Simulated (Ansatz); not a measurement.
## Changed inputs in constrained RPA: NaAuCl3 (cubic perovskite) (Pm-3m)

What does U in NaAuCl3 (cubic perovskite) (Pm-3m) depend on besides the window?

Program: Ansatz 0.2.0. Level of theory: constrained RPA on LDA, plane waves, PAW. Results are calculated unless marked as measured.

The structure was built from a prototype and need not be the compound's stable phase.

**1. Set-up**

It takes space group Pm-3m (No. 221, cubic). Conventional cell: a = 4.944 Å, b = 4.944 Å, c = 4.944 Å, α = 90.00°, β = 90.00°, γ = 90.00°. Na has 12 Cl at 3.50 Å nearest. Nearest to Au lie 6 Cl at 2.47 Å. Nearest to Cl lie 2 Au at 2.47 Å and 4 Na at 3.50 Å. Farther neighbours and most contacts between anions are not listed.

Coordinates:

```cif
data_structure
_symmetry_space_group_name_H-M 'Pm-3m'
_symmetry_Int_Tables_number 221
_cell_length_a 4.9439
_cell_length_b 4.9439
_cell_length_c 4.9439
_cell_angle_alpha 90.000
_cell_angle_beta 90.000
_cell_angle_gamma 90.000
_cell_volume 120.84
loop_
_atom_site_label
_atom_site_type_symbol
_atom_site_symmetry_multiplicity
_atom_site_Wyckoff_symbol
_atom_site_fract_x
_atom_site_fract_y
_atom_site_fract_z
_atom_site_occupancy
Na1 Na 1 a 0.00000 0.00000 0.00000 1
Au1 Au 1 b 0.50000 0.50000 0.50000 1
Cl1 Cl 3 c 0.00000 0.50000 0.50000 1
```

The structure was relaxed with LDA. The structure type comes from a generator and need not be one that this composition takes. The structure was generated from a model, not taken from a measurement. The runs that relaxed it are not among those shown. The program's search for lower electronic states was switched off, so nothing shows that the state found is the lowest. Spin-orbit coupling is left out unless a step names it. The default PAW set here is soft_2. Its files were made with PBE.

**2. Base: Au d + anion p, bands v14 to v1, 4×4×4 mesh, medium accuracy**

Constrained RPA screens the interaction with every transition except those inside the target bands, which a later many-body model would treat itself.

input.yaml reads:

```yaml
crystal:
  lattice:
    - [0.0, -4.94390326, 0.0]
    - [0.0, 0.0, 4.94390326]
    - [-4.94390326, 0.0, 0.0]
  atoms:
    - { symbol: Na, position: [0.0, 0.0, 0.0] }
    - { symbol: Au, position: [0.5, 0.5, 0.5] }
    - { symbol: Cl, position: [0.5, 0.5, 0.0] }
    - { symbol: Cl, position: [0.5, 0.0, 0.5] }
    - { symbol: Cl, position: [0.0, 0.5, 0.5] }
kpoints:
  mp_grid: { grid: [6, 6, 6] }
hamiltonian:
  xc: lda
scf:
  occupations: { method: gaussian, width: 0.08 }
  n_extra_bands: 19
  max_iter: 150
  lower_state_search: "off"
output:
  crpa:
    kmesh: [4, 4, 4]
    target_bands: [v14, v1]
    projections: [{ species: Au, l: d, shell: 5 }, { species: Cl, l: p, shell: 3 }]
  local_orbitals:
    kmesh: [8, 8, 8]
    orbitals: [{ species: Au, l: d, shell: 5 }, { species: Cl, l: p, shell: 3 }]
    window: { bands: [v14, v1] }
    seedname: lo
```

The run is started by

```sh
> ansatz run input.yaml --threads 4 --pin off --max-ram 9216MiB --backend cpu --events-out ev --progress --plain --runs-dir out
```

Numbers of over 12 decimals in the logs are rounded to 6 here.

Log:

```text
scf.n_extra_bands = 19 over 25 filled bands (N_el = 49.0): the run solves 44 bands
Engine: ansatz 0.2.0, aarch64-unknown-linux-gnu
Pseudopotentials: kind: paw
Pseudopotential: Na, paw, valence charge 9, recommended cutoff 420 eV (normal), Na.paw.azcp
Pseudopotential: Au, paw, valence charge 19, recommended cutoff 420 eV (normal), Au.paw.azcp
Pseudopotential: Cl, paw, valence charge 7, recommended cutoff 420 eV (normal), Cl.paw.azcp
Functional definition: SPW92
  exchange = slater_x
  correlation = pw_c
Crystal: 5 atoms, lattice volume = 120.840 Å³
Basis set: ecut = 420 eV, 2373 PW (Γ)
Bands: 44, of which v1, the nominal top of the filled ones, is band 25 counted from 1 (24 counted from 0)
Symmetry: 48 space group operations
Space group: Pm-3m (ITA 221), of the structure as read, at distance tolerance 4.9e-5 Å
k-points: 20 of 216
Non-local potential: Na, projectors of the file, l = 0: 3, l = 1: 2, l = 2: 1
Non-local potential: Au, projectors of the file, l = 0: 3, l = 1: 2, l = 2: 2, l = 3: 1
Non-local potential: Cl, projectors of the file, l = 0: 2, l = 1: 2, l = 2: 2
PAW form: soft (Blöchl's): semilocal exchange-correlation on the pseudo side does not see the compensation charge
PAW frozen core: Na, regenerated for the run's functional, and the local potential with it (the file was generated under x = pbe(κ = 0.804, μ = 0.219515), c = pbe(β = 0.066725))
PAW frozen core: Au, regenerated for the run's functional, and the local potential with it (the file was generated under x = pbe(κ = 0.804, μ = 0.219515), c = pbe(β = 0.066725))
PAW frozen core: Cl, regenerated for the run's functional, and the local potential with it (the file was generated under x = pbe(κ = 0.804, μ = 0.219515), c = pbe(β = 0.066725))
PAW one-centre angular grid: Na, 110 points (default); XC on 64 Gauss nodes
PAW one-centre angular grid: Au, 590 points (default); XC on 64 Gauss nodes
PAW one-centre angular grid: Cl, 110 points (default); XC on 64 Gauss nodes
Initial density: superposition of atomic densities (neutral atoms: chi_scale 0, normalization atom), corrected by the library's trained network
Initial wavefunctions: pseudopotential atomic-orbital guess
Functional: x = slater, c = lda
SCF iter   1: F=—  HF=-17467.487407 eV  |F-HF|=—  |Δ(HF+E_count)|=         —  Δρ=6.35e-3  dr2=4.07e-2  ethr=1.77e-3  ⟨swp⟩=6.2  Hψ=4146  notcnv=0  defer=141
preconditioner: auto → LDOS  [metal: Δε(μ)=0.040 eV  Ē_g=14.935 eV  σ=0.080 eV  W_gap=0.27  n_scr=26 (ndim 8)  ℏωp=19.4 eV  f_vac=0.172  D(μ)=3.59/eV (n_scr^D=26)  β→1.0]
SCF iter   2: F=—  HF=-17467.476166 eV  |F-HF|=—  |Δ(HF+E_count)|=   1.12e-2  Δρ=2.97e-3  dr2=7.54e-3  ethr=8.30e-5  ⟨swp⟩=2.0  Hψ=1536  notcnv=0  defer=218
[...]
Fermi energy:    5.361009 eV
--- Per-component energies (eV) ---
  E_band       = -742.183227
  E_kinetic    = 1208.396844
  E_local      = -5503.242786  (includes V_loc(G=0)·N_el)
  E_nonlocal   = 289.880217
  E_hartree    = 2176.098837
  E_xc         = -581.298842
  E_vxc        = -687.280539  (∫ρ·V_xc dr)
  E_paw        = -11543.833136  (= ΣΔE_a)
  E_vpaw       = -402.136663  (= ΣTr[D̂ρ^β])
  E_aug_tail   = 0.001638  (compensation charges beyond the density's cutoff)
  E_ewald      = -3514.698891
  E_core_change = 1.235083  (= ΣΔE_core)
  E_smearing   = -0.011465  (= −TS)
  E_closure    = 0.000000  (closes the sum)
  Σ components = -17467.472501   (vs F -17467.472501, Δ=0.00e0)
--- Band table (eV; the first three rows and the last of 20) ---
  k-point 0: bands = [... 21 lower, 2.4584, 2.6266, 2.6266, 2.6266, 5.4505, 7.2057, 11.2268, 11.2268, ... 15 higher]
  k-point 1: bands = [... 21 lower, 2.5374, 2.7560, 2.7560, 2.8757, 6.1997, 7.5445, 11.0957, 11.5805, ... 15 higher]
  k-point 2: bands = [... 21 lower, 2.5665, 3.0743, 3.0743, 3.1355, 7.9984, 8.4237, 10.5008, 12.4647, ... 15 higher]
  k-point 19: bands = [... 21 lower, 3.2629, 3.2629, 6.4991, 6.4991, 8.0934, 10.5075, 10.5075, 10.5075, ... 15 higher]
--- cRPA (band scheme, projected local orbitals): target bands 12..25 (1-based), 14 Wannier function(s), 4×4×4 mesh, 50 bands' worth read of 55 solved, ecut_chi 136.0 eV, v(q+G=0) probe_charge, pair densities all_electron ---
  bands read: the sum over 50 bands ends inside a degenerate multiplet in 19 slots, whose members it reads at an even weight; the widest, k=0: bands 50 to 52 (counted from 1) at 1/3 each
  χ-basis size per q: N_G = 418..461
  window electrons = 27.0000, filled by tetrahedron_uncorrected; constrained ε̄⁻¹(q = 0, 0) head = 0.272265; min gauge Gram eig = 0.5301
  Kanamori averages over each shell's own Wannier functions (sites counted from 0, functions from 1):
  Each shell's averages of U are screened by what lies outside the whole window alone: parameters of one model of all the shells.
    Site 1, 5D, 5 of 5 d orbitals (Wannier functions 1, 2, 3, 4, 5; wannier90's mr 1, 2, 3, 4, 5):
      screened: U = 5.4022 eV, U' = 4.4358 eV, J = 0.4784 eV
      screened, to within: U = 1.5e-2 eV, U' = 1.5e-2 eV, J = 6.4e-4 eV
      bare: V = 16.3787 eV, V' = 15.0690 eV, J = 0.6486 eV
    Site 2, 3P, 3 of 3 p orbitals (Wannier functions 6, 7, 8; wannier90's mr 1, 2, 3):
      screened: U = 5.0428 eV, U' = 4.0484 eV, J = 0.4698 eV
      screened, to within: U = 5.4e-3 eV, U' = 5.4e-3 eV, J = 6.0e-4 eV
      bare: V = 13.3497 eV, V' = 11.8806 eV, J = 0.6963 eV
    Site 3, 3P, 3 of 3 p orbitals (Wannier functions 9, 10, 11; wannier90's mr 1, 2, 3):
      screened: U = 5.0428 eV, U' = 4.0484 eV, J = 0.4698 eV
      screened, to within: U = 5.4e-3 eV, U' = 5.4e-3 eV, J = 6.0e-4 eV
      bare: V = 13.3497 eV, V' = 11.8806 eV, J = 0.6963 eV
    Site 4, 3P, 3 of 3 p orbitals (Wannier functions 12, 13, 14; wannier90's mr 1, 2, 3):
      screened: U = 5.0428 eV, U' = 4.0484 eV, J = 0.4698 eV
      screened, to within: U = 5.4e-3 eV, U' = 5.4e-3 eV, J = 6.0e-4 eV
      bare: V = 13.3497 eV, V' = 11.8806 eV, J = 0.6963 eV
  Hermiticity witness max|P − P†| over intra, direct and exchange elements: 1.15e-14 eV (screened), 1.78e-15 eV (bare)
  Reality witness max|Im| over intra, direct and exchange elements: 8.96e-9 eV (screened), 2.97e-12 eV (bare)
[key lines of the parts left out:]
SCF converged after 8 iterations
Free energy (F): -17467.472501 eV
```

The job ended after 6.6 min (4 threads of Arm Neoverse V2, shared host; peak memory 0.97 GiB; 25 min of CPU time).

The column dr2 measures how far the density is from self-consistency, as an energy; F and HF (Harris–Foulkes) agree once it is small.

Numbers from this step:

* U: 5.402 eV
* U prime (inter-orbital): 4.436 eV
* J: 0.4784 eV
* bare V: 16.38 eV
* bare J: 0.6486 eV
* stated bound on U: 0.01422 eV
* U over bare V: 0.3298
* electrons in the window: 27.00
* head of the constrained inverse dielectric matrix: 0.2723
* least eigenvalue of the projection's overlap: 0.5301
* target functions: 14
* bands in the sums: 50
* r.m.s. miss of the model bands: 2.03e-4 eV
* width of the target bands: 9.124 eV
* weight of the projected orbitals in the window: 0.9578

On the Au d shell, screening brings the on-site interaction from 16.4 eV down to U = 5.40 eV.

**3. Changed: 2×2×2 mesh**

input.yaml, the sections that differ from step 2:

```yaml
output:
  crpa:
    kmesh: [2, 2, 2]
    target_bands: [v14, v1]
    projections: [{ species: Au, l: d, shell: 5 }, { species: Cl, l: p, shell: 3 }]
# crystal, kpoints, hamiltonian, scf: as in step 2
```

Log:

```text
[...]
Crystal: 5 atoms, lattice volume = 120.840 Å³
Basis set: ecut = 420 eV, 2373 PW (Γ)
Bands: 44, of which v1, the nominal top of the filled ones, is band 25 counted from 1 (24 counted from 0)
Symmetry: 48 space group operations
[...]
k-points: 20 of 216
[...]
SCF iter   1: F=—  HF=-17467.487407 eV  |F-HF|=—  |Δ(HF+E_count)|=         —  Δρ=6.35e-3  dr2=4.07e-2  ethr=1.77e-3  ⟨swp⟩=6.2  Hψ=4146  notcnv=0  defer=141
[...]
SCF iter   8: F=-17467.472501 eV  HF=-17467.472501 eV  |F-HF|=4.00e-11  |Δ(HF+E_count)|=   5.49e-8  Δρ=1.04e-6  dr2=5.63e-10  ethr=2.04e-10  ⟨swp⟩=12.6  Hψ=4585  notcnv=0
SCF 1 converged in 8 iterations: F = -17467.472501 eV  dr2 = 5.63e-10
[...]
NSCF: frozen V_eff on 4 k-points
[...]
cRPA screening: q 1/8
cRPA screening: q 2/8
cRPA screening: q 5/8 (q-point 4)
cRPA screening: q 8/8
SCF converged after 8 iterations
[...]
χ-basis size per q: N_G = 418..461
[...]
screened: U = 5.2716 eV, U' = 4.3042 eV, J = 0.4789 eV
      screened, to within: U = 1.9e-2 eV, U' = 1.9e-2 eV, J = 7.0e-4 eV
      bare: V = 16.4412 eV, V' = 15.1306 eV, J = 0.6489 eV
    Site 2, 3P, 3 of 3 p orbitals (Wannier functions 6, 7, 8; wannier90's mr 1, 2, 3):
      screened: U = 4.9709 eV, U' = 3.9688 eV, J = 0.4734 eV
      screened, to within: U = 6.6e-3 eV, U' = 6.6e-3 eV, J = 7.2e-4 eV
      bare: V = 13.4851 eV, V' = 12.0081 eV, J = 0.6991 eV
    Site 3, 3P, 3 of 3 p orbitals (Wannier functions 9, 10, 11; wannier90's mr 1, 2, 3):
      screened: U = 4.9709 eV, U' = 3.9688 eV, J = 0.4734 eV
      screened, to within: U = 6.6e-3 eV, U' = 6.6e-3 eV, J = 7.2e-4 eV
      bare: V = 13.4851 eV, V' = 12.0081 eV, J = 0.6991 eV
    Site 4, 3P, 3 of 3 p orbitals (Wannier functions 12, 13, 14; wannier90's mr 1, 2, 3):
      screened: U = 4.9709 eV, U' = 3.9688 eV, J = 0.4734 eV
      screened, to within: U = 6.6e-3 eV, U' = 6.6e-3 eV, J = 7.2e-4 eV
      bare: V = 13.4851 eV, V' = 12.0081 eV, J = 0.6991 eV
[...]
[key lines of the parts left out:]
Free energy (F): -17467.472501 eV
Fermi energy:    5.361009 eV
```

The job ended after 29 s (4 threads; peak memory 0.8 GiB).

Numbers from this step:

* U: 5.272 eV
* U prime (inter-orbital): 4.304 eV
* J: 0.4789 eV
* bare V: 16.44 eV
* bare J: 0.6489 eV
* stated bound on U: 0.01847 eV
* U over bare V: 0.3206
* electrons in the window: 27.00
* head of the constrained inverse dielectric matrix: 0.2421
* least eigenvalue of the projection's overlap: 0.5301
* target functions: 14
* bands in the sums: 50
* width of the target bands: 9.124 eV
* weight of the projected orbitals in the window: 0.9578

On the Au d shell, screening brings the on-site interaction from 16.4 eV down to U = 5.27 eV.

**4. Changed: accuracy low**

input.yaml: that of step 3 with these lines changed.

```diff
@@ -22,4 +22,5 @@
   crpa:
-    kmesh: [2, 2, 2]
+    kmesh: [4, 4, 4]
     target_bands: [v14, v1]
     projections: [{ species: Au, l: d, shell: 5 }, { species: Cl, l: p, shell: 3 }]
+    accuracy: low
```

Log:

```text
[...]
Crystal: 5 atoms, lattice volume = 120.840 Å³
Basis set: ecut = 420 eV, 2373 PW (Γ)
Bands: 44, of which v1, the nominal top of the filled ones, is band 25 counted from 1 (24 counted from 0)
Symmetry: 48 space group operations
[...]
k-points: 20 of 216
[...]
screened: U = 5.0274 eV, U' = 4.0370 eV, J = 0.4681 eV
      screened, to within: U = 7.8e-2 eV, U' = 7.8e-2 eV, J = 8.4e-3 eV
      bare: V = 13.3497 eV, V' = 11.8806 eV, J = 0.6963 eV
    Site 4, 3P, 3 of 3 p orbitals (Wannier functions 12, 13, 14; wannier90's mr 1, 2, 3):
      screened: U = 5.0274 eV, U' = 4.0370 eV, J = 0.4681 eV
      screened, to within: U = 7.8e-2 eV, U' = 7.8e-2 eV, J = 8.4e-3 eV
      bare: V = 13.3497 eV, V' = 11.8806 eV, J = 0.6963 eV
[...]
[key lines of the parts left out:]
SCF converged after 8 iterations
Free energy (F): -17467.472501 eV
Fermi energy:    5.361009 eV
```

The job ended after 3.5 min (4 threads; peak memory 0.88 GiB; 13 min of CPU time).

Numbers from this step:

```
U                                                 : 5.369 eV
U prime (inter-orbital)                           : 4.406 eV
J                                                 : 0.4770 eV
bare V                                            : 16.38 eV
bare J                                            : 0.6486 eV
stated bound on U                                 : 0.1720 eV
U over bare V                                     : 0.3278
electrons in the window                           : 27.00
head of the constrained inverse dielectric matrix : 0.2723
least eigenvalue of the projection's overlap      : 0.5301
target functions                                  : 14
bands in the sums                                 : 50
width of the target bands                         : 9.124 eV
weight of the projected orbitals in the window    : 0.9578
```

On the Au d shell, screening brings the on-site interaction from 16.4 eV down to U = 5.37 eV.

**5. Changed: smooth pair densities**

input.yaml: that of step 4 with these lines changed.

```diff
@@ -25,2 +25,2 @@
     projections: [{ species: Au, l: d, shell: 5 }, { species: Cl, l: p, shell: 3 }]
-    accuracy: low
+    pair_densities: pseudo
```

Log:

```text
[...]
Crystal: 5 atoms, lattice volume = 120.840 Å³
Basis set: ecut = 420 eV, 2373 PW (Γ)
Bands: 44, of which v1, the nominal top of the filled ones, is band 25 counted from 1 (24 counted from 0)
Symmetry: 48 space group operations
[...]
k-points: 20 of 216
[...]
screened, sum over states alone: U = 5.4572 eV, U' = 4.2193 eV, J = 0.5813 eV
      bare: V = 13.3497 eV, V' = 11.8806 eV, J = 0.6963 eV
    Site 4, 3P, 3 of 3 p orbitals (Wannier functions 12, 13, 14; wannier90's mr 1, 2, 3):
      screened: U = 5.0528 eV, U' = 4.0500 eV, J = 0.4738 eV
      screened, to within: U = 1.9e-3 eV, U' = 1.9e-3 eV, J = 1.4e-4 eV
      screened, sum over states alone: U = 5.4572 eV, U' = 4.2193 eV, J = 0.5813 eV
      bare: V = 13.3497 eV, V' = 11.8806 eV, J = 0.6963 eV
[...]
[key lines of the parts left out:]
SCF converged after 8 iterations
Free energy (F): -17467.472501 eV
Fermi energy:    5.361009 eV
```

The job ended after 7.6 min (4 threads; peak memory 0.85 GiB).

Numbers from this step:

* U: 5.447 eV
* U prime (inter-orbital): 4.428 eV
* J: 0.5050 eV
* bare V: 16.38 eV
* bare J: 0.6486 eV
* stated bound on U: 0.005750 eV
* U over bare V: 0.3326
* electrons in the window: 27.00
* head of the constrained inverse dielectric matrix: 0.2726
* least eigenvalue of the projection's overlap: 0.5301
* target functions: 14
* bands in the sums: 50
* width of the target bands: 9.124 eV
* weight of the projected orbitals in the window: 0.9578

On the Au d shell, screening brings the on-site interaction from 16.4 eV down to U = 5.45 eV.

**6. Changed: volume +3 %**

The cell differs from the one that the last finished run ended in (a 4.944 → 4.993 Å, b 4.944 → 4.993 Å, c 4.944 → 4.993 Å).

input.yaml, the sections that differ from step 5:

```yaml
crystal:
  lattice:
    - [0.0, -4.9928559809, 0.0]
    - [0.0, 0.0, 4.9928559809]
    - [-4.9928559809, 0.0, 0.0]
  atoms:
    - { symbol: Na, position: [0.0, 0.0, 0.0] }
    - { symbol: Au, position: [0.5, 0.5, 0.5] }
    - { symbol: Cl, position: [0.5, 0.5, 0.0] }
    - { symbol: Cl, position: [0.5, 0.0, 0.5] }
    - { symbol: Cl, position: [0.0, 0.5, 0.5] }
output:
  crpa:
    kmesh: [4, 4, 4]
    target_bands: [v14, v1]
    projections: [{ species: Au, l: d, shell: 5 }, { species: Cl, l: p, shell: 3 }]
  local_orbitals:
    kmesh: [8, 8, 8]
    orbitals: [{ species: Au, l: d, shell: 5 }, { species: Cl, l: p, shell: 3 }]
    window: { bands: [v14, v1] }
    seedname: lo
# kpoints, hamiltonian, scf: as in step 5
```

Log:

```text
[...]
Crystal: 5 atoms, lattice volume = 124.465 Å³
Basis set: ecut = 420 eV, 2469 PW (Γ)
Bands: 44, of which v1, the nominal top of the filled ones, is band 25 counted from 1 (24 counted from 0)
Symmetry: 48 space group operations
[...]
k-points: 20 of 216
[...]
screened: U = 5.0494 eV, U' = 4.0552 eV, J = 0.4689 eV
      screened, to within: U = 5.5e-3 eV, U' = 5.5e-3 eV, J = 6.0e-4 eV
      bare: V = 13.3326 eV, V' = 11.8648 eV, J = 0.6948 eV
    Site 4, 3P, 3 of 3 p orbitals (Wannier functions 12, 13, 14; wannier90's mr 1, 2, 3):
      screened: U = 5.0494 eV, U' = 4.0552 eV, J = 0.4689 eV
      screened, to within: U = 5.5e-3 eV, U' = 5.5e-3 eV, J = 6.0e-4 eV
      bare: V = 13.3326 eV, V' = 11.8648 eV, J = 0.6948 eV
[...]
[key lines of the parts left out:]
SCF converged after 8 iterations
Free energy (F): -17467.451320 eV
Fermi energy:    4.930700 eV
```

Run time: 7.3 min. Hardware: 4 threads; peak memory 0.97 GiB; 28 min of CPU time.

This step gave:

| Property | Result |
| --- | --- |
| U | 5.424 eV |
| U prime (inter-orbital) | 4.457 eV |
| J | 0.4793 eV |
| bare V | 16.40 eV |
| bare J | 0.6501 eV |
| stated bound on U | 0.01480 eV |
| U over bare V | 0.3307 |
| electrons in the window | 27.00 |
| head of the constrained inverse dielectric matrix | 0.2737 |
| least eigenvalue of the projection's overlap | 0.5317 |
| target functions | 14 |
| bands in the sums | 50 |
| r.m.s. miss of the model bands | 1.84e-4 eV |
| width of the target bands | 8.768 eV |
| weight of the projected orbitals in the window | 0.9585 |

On the Au d shell, screening brings the on-site interaction from 16.4 eV down to U = 5.42 eV.

**7. Side by side**

Times are wall times on 4 threads of Arm Neoverse V2, shared host, good to a factor of about two.

| run | bare V (eV) | U (eV) | J (eV) | bound on U (eV) | width (eV) | time |
| --- | --- | --- | --- | --- | --- | --- |
| target window | 16.38 | 5.402 | 0.478 | 0.0142 | 9.12 | 6.6 min |
| 2×2×2 mesh | 16.44 | 5.272 | 0.479 | 0.0185 | 9.12 | 29 s |
| accuracy low | 16.38 | 5.369 | 0.477 | 0.1720 | 9.12 | 3.5 min |
| smooth pair densities | 16.38 | 5.447 | 0.505 | 0.0057 | 9.12 | 7.6 min |
| volume +3 % | 16.40 | 5.424 | 0.479 | 0.0148 | 8.77 | 7.3 min |

**8. Results**

```json
{"target window": "U 5.40 eV, J 0.48 eV", "2×2×2 mesh": "U 5.27 eV, J 0.48 eV", "accuracy low": "U 5.37 eV, J 0.48 eV", "smooth pair densities": "U 5.45 eV, J 0.50 eV", "volume +3 %": "U 5.42 eV, J 0.48 eV"}
```

In words: 2×2×2 mesh moves U by −0.13 eV at 0.073 times the time. Accuracy low moves U by −0.03 eV (within the solver's bounds, for the mean over orbitals). Smooth pair densities moves U by +0.05 eV. Volume +3 % moves U by +0.02 eV (within the solver's bounds, for the mean over orbitals). The printed bound covers the solver alone, not the mesh, and no denser mesh than the base was run. The parent state is non-magnetic and the interaction static (zero frequency); U depends on the window and the orbitals, so it belongs to this model alone. Spin-orbit coupling, which is strong for atoms this heavy, is left out. A window that holds the anion p bands defines a model with explicit ligands; its U belongs to that model and is not the U of DFT+U.

[Paths, hosts, dates, memory and timing lines, banners, echoed tables and standing remarks are left out of the program output.]

[Logs are printed without paths, hosts, clocks, repeated set-up lines and the standing remarks that a program may print on its own settings, such as how far it seeks lower states.]

[Runs of the session that timed out or met a known fault of the program may be left out.]

[Hosts, paths, dates, database ids (printed as entryN), source tags and the programs' standing remarks are cut or masked in the printed files.]
